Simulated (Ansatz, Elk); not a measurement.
# Bonding as seen by X-rays: Co2Rh2C

The structure of Co2Rh2C used here is made up (a known structure type with other elements) and was relaxed beforehand with PBEsol. The aim is the Fourier transform of its all-electron density, F(hkl), set beside the sum over free spherical atoms that refinements use.

Program: Elk 11.2.3 (patched build). Level of theory: DFT, PBE, all-electron APW+lo, Dirac cores, scalar-relativistic bands, static density, ferromagnetic start. Results are calculated unless marked as measured.

The structure was built from a prototype and need not be the compound's stable phase.

### Step 1. The structure

Symmetry: P4/mmm, No. 123, tetragonal system. The conventional cell has a = 3.783 Å, b = 3.783 Å, c = 3.919 Å, α = 90.00°, β = 90.00°, γ = 90.00°. Nearest to Rh lie 2 C at 1.96 Å and 4 Rh at 2.67 Å. Rh has 4 Rh at 2.67 Å and 8 Co at 2.72 Å nearest. Nearest to Co lie 2 C at 1.89 Å and 4 Co at 2.67 Å and 8 Rh at 2.72 Å. Nearest to C lie 4 Co at 1.89 Å and 2 Rh at 1.96 Å. Farther neighbours are not listed.

### Step 2. Ground state and structure factors

An all-electron density is needed, since X-rays see the cores too. Task 0 finds the density and task 195 Fourier-transforms it; tshift is off so that phases refer to the origin typed.

File elk.in:

```
tasks
  0
  195
  196

xctype
  20

spinpol
  .true.

rgkmax
  7.0

gmaxvr
  14.0

lmaxo
  7

lmaxapw
  8

swidth
  0.002

tshift
  .false.

ramdisk
  .false.

hmaxvr
  5.5

maxscl
  120

epspot
  1e-06

reducebf
  0.8

sppath
  './'

avec
  7.14809302652 -0.00000000000 0.00000000000
  -0.00000000000 7.14809302652 0.00000000000
  0.00000000000 0.00000000000 7.40540190254

atoms
  3
  'Rh.in'
  2
  0.5000000000 0.5000000000 0.0000000000   0.000000 0.000000 -0.015000
  -0.0000000000 -0.0000000000 0.0000000000   0.000000 0.000000 -0.040000
  'Co.in'
  2
  0.0000000000 0.5000000000 0.5000000000   0.000000 0.000000 -0.065000
  0.5000000000 0.0000000000 0.5000000000   0.000000 0.000000 -0.065000
  'C.in'
  1
  0.5000000000 0.5000000000 0.5000000000   0.000000 0.000000 0.000000

ngridk
  5 5 5
```

Started as:

```sh
$ OMP_NUM_THREADS=4 elk
```

Numbers of over 12 decimals in the logs are rounded to 6 here.

Output:

```text
┌─────────────────────────┐
│ Elk code version 11.2.3 │
└─────────────────────────┘

All units are atomic (Hartree, Bohr, etc.)

┌─────────────────────────────────────────────────┐
│ Ground-state run starting from atomic densities │
└─────────────────────────────────────────────────┘

Lattice vectors :
   7.148093027      -0.000000000       0.000000000
  -0.000000000       7.148093027       0.000000000
   0.000000000       0.000000000       7.405401903

Reciprocal lattice vectors :
  0.8790016140       0.000000000      -0.000000000
   0.000000000      0.8790016140      -0.000000000
  -0.000000000      -0.000000000      0.8484597311

Unit cell volume      :    378.3807425
Brillouin zone volume :   0.6555571825

Muffin-tin inner radius fraction :   0.1000000000E-01

Nuclei treated as point charges

Species : 1 (Rh)
 parameters loaded from : Rh.in
 name : rhodium
 nuclear charge    :   -45.00000000
 electronic charge :    45.00000000
 atomic mass :    187585.2511
 muffin-tin radius :    2.158414198
 number of radial points in muffin-tin :   1193
 inner part over the whole radius :   0.9938767040E-02
 number on inner part of muffin-tin    :    845
 approximate nuclear radius :   0.8524867730E-04
 number of mesh points to nuclear radius :    428
 atomic positions (lattice), magnetic fields (Cartesian) :
  1 :   0.50000000  0.50000000  0.00000000    0.00000000  0.00000000 -0.01500000
  2 :   0.00000000  0.00000000  0.00000000    0.00000000  0.00000000 -0.04000000

Species : 2 (Co)
 parameters loaded from : Co.in
 name : cobalt
 nuclear charge    :   -27.00000000
 electronic charge :    27.00000000
 atomic mass :    107428.6517
 muffin-tin radius :    2.171825592
 number of radial points in muffin-tin :    993
 inner part over the whole radius :   0.9978338149E-02
 number on inner part of muffin-tin    :    699
 approximate nuclear radius :   0.7243775530E-04
 number of mesh points to nuclear radius :    335
 atomic positions (lattice), magnetic fields (Cartesian) :
  1 :   0.00000000  0.50000000  0.50000000    0.00000000  0.00000000 -0.06500000
  2 :   0.50000000  0.00000000  0.50000000    0.00000000  0.00000000 -0.06500000

Species : 3 (C)
 parameters loaded from : C.in
 name : carbon
 nuclear charge    :   -6.000000000
 electronic charge :    6.000000000
 atomic mass :    21894.16674
 muffin-tin radius :    1.352220921
 number of radial points in muffin-tin :    593
 inner part over the whole radius :   0.9851493405E-02
 number on inner part of muffin-tin    :    402
 approximate nuclear radius :   0.4747601631E-04
 number of mesh points to nuclear radius :    169
 atomic positions (lattice), magnetic fields (Cartesian) :
  1 :   0.50000000  0.50000000  0.50000000    0.00000000  0.00000000  0.00000000

Total number of atoms per unit cell :    5
Total muffin-tin volume :    180.4188125
 ratio of muffin-tin to unit cell volume :   0.4768181681

Spin treatment :
 spin-polarised
 global magnetic field (Cartesian) :    0.000000000       0.000000000       0.000000000
 collinear magnetisation in z-direction

Number of Bravais lattice symmetries :   16
Number of crystal symmetries         :   16
Crystal has inversion symmetry
Real symmetric eigensolver will be used

k-point grid :      5     5     5
k-point offset :    0.000000000       0.000000000       0.000000000
k-point set is reduced with full crystal symmetry group
Total number of k-points :       18

Muffin-tin radius times maximum |G+k| :    7.000000000
 using average radius
Maximum |G+k| for APW functions       :    3.495560463
Maximum (1/2)|G+k|²                   :    6.109471474
Maximum |G| for potential and density :    14.00000000
Constant for pseudocharge density :    8
 order of it for each species :   15  15  15
 order of it for pair densities of each species (exact exchange by exxq0 0: 16) :   11  12   4
Radial integration step length :    1

G-vector grid sizes :     32    32    35
Number of G-vectors :    17489

Maximum angular momentum used for
[...]
Absolute change in total energy (target)   :   0.6739977130     (  0.1000000000E-03)

[... loops 3 to 31 left out ...]

┌──────────────────┐
│ Loop number : 32 │
└──────────────────┘

Energies :
 Fermi                       :     0.412942
 sum of occupied eigenvalues :     -7326.3925644734
 electron kinetic            :      12841.921521077
 core electron kinetic       :      12264.459750080
 Coulomb                     :     -24834.629322642
 Coulomb potential           :     -19643.715302762
 nuclear-nuclear             :     -1737.8359639982
 electron-nuclear            :     -26602.135628326
 Hartree                     :      3505.3422696820
 Madelung                    :     -15012.771671261
 xc potential                :     -524.51210804317
 xc effective B-field        :    -0.86673274408403E-01
 external B-field            :      0.000000
 exchange                    :     -395.20656849943
 correlation                 :     -7.594101
 electron entropic           :    -0.26228871440882E-02
 total energy                :     -12395.511094181
 (external B-field energy excluded from total)

Density of states at Fermi energy :    203.5495148
 (states/Hartree/unit cell)

Estimated indirect band gap :   0.3245782864E-03
 from k-point 7 to k-point 12
Estimated direct band gap   :   0.1729918299E-02
 at k-point 14

Charges :
 core                        :    82.00000000
 valence                     :    68.00000000
 interstitial                :    8.972654480
 muffin-tins (core leakage)
  species : 1 (Rh)
[...]
species : 2 (Co)
[...]
species : 3 (C)
[...]
total in muffin-tins        :    141.0273455
 total calculated charge     :    149.9956471
 total charge                :    150.0000000
 error                       :   0.4352864901E-02

Moments :
 interstitial                :  -0.7737313504E-01
 muffin-tins
  species : 1 (Rh)
[...]
species : 2 (Co)
[...]
species : 3 (C)
[...]
total in muffin-tins        :    3.665765459
 total moment                :    3.588392324

RMS change in Kohn-Sham potential (target) :   0.6871432563E-06 (  0.1000000000E-05)
Absolute change in total energy (target)   :   0.5986757969E-05 (  0.1000000000E-03)

Convergence targets achieved

┌──────────────────┐
│ Loop number : 33 │
└──────────────────┘

Energies :
 Fermi                       :     0.412943
 sum of occupied eigenvalues :     -7326.3925578390
 electron kinetic            :      12841.921523412
 core electron kinetic       :      12264.459738060
 Coulomb                     :     -24834.629331187
 Coulomb potential           :     -19643.715304224
 nuclear-nuclear             :     -1737.8359639982
 electron-nuclear            :     -26602.135642460
 Hartree                     :      3505.3422752721
 Madelung                    :     -15012.771679075
 xc potential                :     -524.51209399766
 xc effective B-field        :    -0.86678183188561E-01
 external B-field            :      0.000000
 exchange                    :     -395.20657179135
 correlation                 :     -7.594101
 electron entropic           :    -0.26228359702134E-02
 total energy                :     -12395.511103392
 (external B-field energy excluded from total)

Density of states at Fermi energy :    203.5449562
 (states/Hartree/unit cell)

Estimated indirect band gap :   0.3259553000E-03
 from k-point 7 to k-point 12
Estimated direct band gap   :   0.1729830267E-02
 at k-point 14

Charges :
 core                        :    82.00000000
 valence                     :    68.00000000
 interstitial                :    8.972655294
 muffin-tins (core leakage)
  species : 1 (Rh)
[...]
species : 2 (Co)
   atom 1                    :    25.78811732     (  0.1527716744E-02)
   atom 2                    :    25.78811732     (  0.1527716744E-02)
  species : 3 (C)
   atom 1                    :    4.007596246     (  0.1777354580E-03)
 total in muffin-tins        :    141.0273447
 total calculated charge     :    149.9956471
 total charge                :    150.0000000
 error                       :   0.4352862062E-02

Moments :
 interstitial                :  -0.7737507529E-01
 muffin-tins
  species : 1 (Rh)
[...]
species : 2 (Co)
   atom 1                    :    1.323832826
   atom 2                    :    1.323832826
  species : 3 (C)
   atom 1                    :  -0.2814417650E-01
 total in muffin-tins        :    3.665885298
 total moment                :    3.588510223

┌──────────────────────────────┐
│ Self-consistent loop stopped │
└──────────────────────────────┘

Warning : core states of species 2 leak from the muffin-tin :   0.1527716744E-02

Warning : core states of species 3 leak from the muffin-tin :   0.1777354580E-03

Wrote STATE.OUT
```

The job ended after 4.2 min (4 threads of Arm Neoverse V2, shared host; peak memory 0.49 GiB).

SFACRHO.OUT:

```text

h k l indices transformed by vhmat matrix:
   1.000000000       0.000000000       0.000000000    
   0.000000000       1.000000000       0.000000000    
   0.000000000       0.000000000       1.000000000    

      h      k      l  multipl.   |H|            Re(F)            Im(F)           |F|

      0      0      0      1   0.0000000       150.00000     -0.23949101E-16   150.00000    
      0      0      1      2  0.84845973       27.900306     -0.15570595E-13   27.900306    
      1      0      0      4  0.87900161      -4.6914630     -0.20128371E-13   4.6914630    
      0      1      1      8   1.2216905       4.0118654     -0.31300054E-14   4.0118654    
     -1      1      0      4   1.2430960       34.065597     -0.89270341E-15   34.065597    
     -1      1      1      8   1.5050487       105.52202      0.13120871E-13   105.52202    
      0      0     -2      2   1.6969195       106.84055     -0.25851375E-13   106.84055    
     -2      0      0      4   1.7580032       105.08660     -0.34338693E-13   105.08660    
      1      0     -2      8   1.9110676      -2.7117085     -0.15140706E-13   2.7117085    
     -2      0      1      8   1.9520398       23.568834     -0.19233633E-13   23.568834    
     -2     -1      0      8   1.9655074      -2.5504822      0.40646080E-13   2.5504822    
     -1      1      2      8   2.1035264       27.956221     -0.28899822E-13   27.956221    
     -1      2      1     16   2.1408183       2.4320748     -0.30586893E-13   2.4320748    
      0     -2     -2      8   2.4433811       88.570461     -0.50496340E-13   88.570461    
      2     -2      0      4   2.4861920       87.578082      0.14027448E-14   87.578082    
      0      0      3      2   2.5453792       21.978990     -0.45869969E-13   21.978990    
      2     -1     -2     16   2.5966815      -2.0069661      0.10442092E-13   2.0069661    
     -2     -2      1      8   2.6269820       21.657056     -0.22087351E-13   21.657056
```

Elk indexes on the primitive cell of elk.in and gives |H| = 4π sin θ/λ in inverse bohr. Below, one row stands for each form hkl of the conventional cell (m members, Friedel mates merged), F is for one primitive cell and the density is static (no thermal factor). Free-atom factors are Waasmaier and Kirfel's, and R is Σm||F|−|F'||/Σm|F|. Elk warned that it couldn't find a linearisation energy, which lowers the accuracy of some states in this run and its variants.

| hkl | m | sin θ/λ (Å⁻¹) | abs F, DFT | neutral atoms | diff. |
| --- | --- | --- | --- | --- | --- |
| 001 | 2 | 0.128 | 27.900 | 28.499 | -0.599 |
| 100 | 4 | 0.132 | 4.691 | 4.598 | +0.093 |
| 101 | 8 | 0.184 | 4.012 | 3.789 | +0.223 |
| 110 | 4 | 0.187 | 34.066 | 34.322 | -0.257 |
| 111 | 8 | 0.226 | 105.522 | 106.295 | -0.773 |
| 002 | 2 | 0.255 | 106.841 | 107.256 | -0.415 |
| 200 | 4 | 0.264 | 105.087 | 105.566 | -0.479 |
| 102 | 8 | 0.287 | 2.712 | 2.598 | +0.114 |
| 201 | 8 | 0.293 | 23.569 | 23.606 | -0.037 |
| 210 | 8 | 0.296 | 2.550 | 2.531 | +0.019 |
| 112 | 8 | 0.316 | 27.956 | 27.797 | +0.160 |
| 211 | 16 | 0.322 | 2.432 | 2.341 | +0.091 |
| 202 | 8 | 0.367 | 88.570 | 88.602 | -0.032 |
| 220 | 4 | 0.374 | 87.578 | 87.672 | -0.094 |
| 003 | 2 | 0.383 | 21.979 | 21.683 | +0.296 |
| 212 | 16 | 0.391 | 2.007 | 1.984 | +0.023 |
| 221 | 8 | 0.395 | 21.657 | 21.478 | +0.179 |
| 300 | 4 | 0.397 | 1.807 | 1.960 | -0.153 |
| 103 | 8 | 0.405 | 1.777 | 1.929 | -0.152 |
| 301 | 8 | 0.417 | 1.800 | 1.889 | -0.089 |
| 310 | 8 | 0.418 | 25.049 | 24.897 | +0.151 |
| 113 | 8 | 0.426 | 77.170 | 76.985 | +0.185 |

### Step 3. The magnetisation density

The same run holds the spin density, and task 196 transforms it. The order is that of the start, and no other was tried.

SFACMAG_1.OUT:

```text

h k l indices transformed by vhmat matrix:
   1.000000000       0.000000000       0.000000000    
   0.000000000       1.000000000       0.000000000    
   0.000000000       0.000000000       1.000000000    

      h      k      l  multipl.   |H|            Re(F)            Im(F)           |F|

      0      0      0      1   0.0000000       3.5885104     -0.17508343E-17   3.5885104    
      0      0      1      2  0.84845973      -1.4409823     -0.75580809E-15   1.4409823    
      1      0      0      4  0.87900161      0.34501611     -0.45639461E-15  0.34501611    
      0      1      1      8   1.2216905      0.19107904      0.24786760E-15  0.19107904    
     -1      1      0      4   1.2430960      -1.4524488     -0.35311334E-17   1.4524488    
     -1      1      1      8   1.5050487       2.4377858      0.69508540E-15   2.4377858    
      0      0     -2      2   1.6969195       2.0164333     -0.10524836E-14   2.0164333    
     -2      0      0      4   1.7580032       2.0685046     -0.59593568E-15   2.0685046    
      1      0     -2      8   1.9110676      0.10844978     -0.29823051E-15  0.10844978    
     -2      0      1      8   1.9520398      -1.1564266     -0.84626407E-16   1.1564266    
     -2     -1      0      8   1.9655074      0.79568970E-01 -0.94915069E-16  0.79568970E-01
     -1      1      2      8   2.1035264      -1.1143196     -0.11482711E-14   1.1143196    
     -1      2      1     16   2.1408183      0.11242696     -0.87877434E-15  0.11242696    
      0     -2     -2      8   2.4433811       1.1700086     -0.10353381E-14   1.1700086    
      2     -2      0      4   2.4861920       1.1444980     -0.34845300E-18   1.1444980    
      0      0      3      2   2.5453792     -0.86167410     -0.13311144E-14  0.86167410
```

The total moment is 3.59 μB a cell; sphere moments: Rh1 +0.34, Rh2 +0.71, Co3 +1.32, Co4 +1.32, C5 -0.03 μB. Polarised neutrons measure spin and orbital magnetisation together; without spin-orbit coupling the run gives the spin part:

```
hkl  sin θ/λ (Å⁻¹)  abs F_M (μB)
001          0.128         1.441
100          0.132         0.345
101          0.184         0.191
110          0.187         1.452
111          0.226         2.438
002          0.255         2.016
200          0.264         2.068
102          0.287         0.108
201          0.293         1.156
210          0.296         0.080
112          0.316         1.114
211          0.322         0.112
202          0.367         1.170
220          0.374         1.145
```

[end of part 1 of 2]

[Logs are printed without paths, hosts, clocks, repeated set-up lines and the standing remarks that a program may print on its own settings, such as how far it seeks lower states.]

[Hosts, paths, dates, database ids (printed as entryN), source tags and the programs' standing remarks are cut or masked in the printed files.]
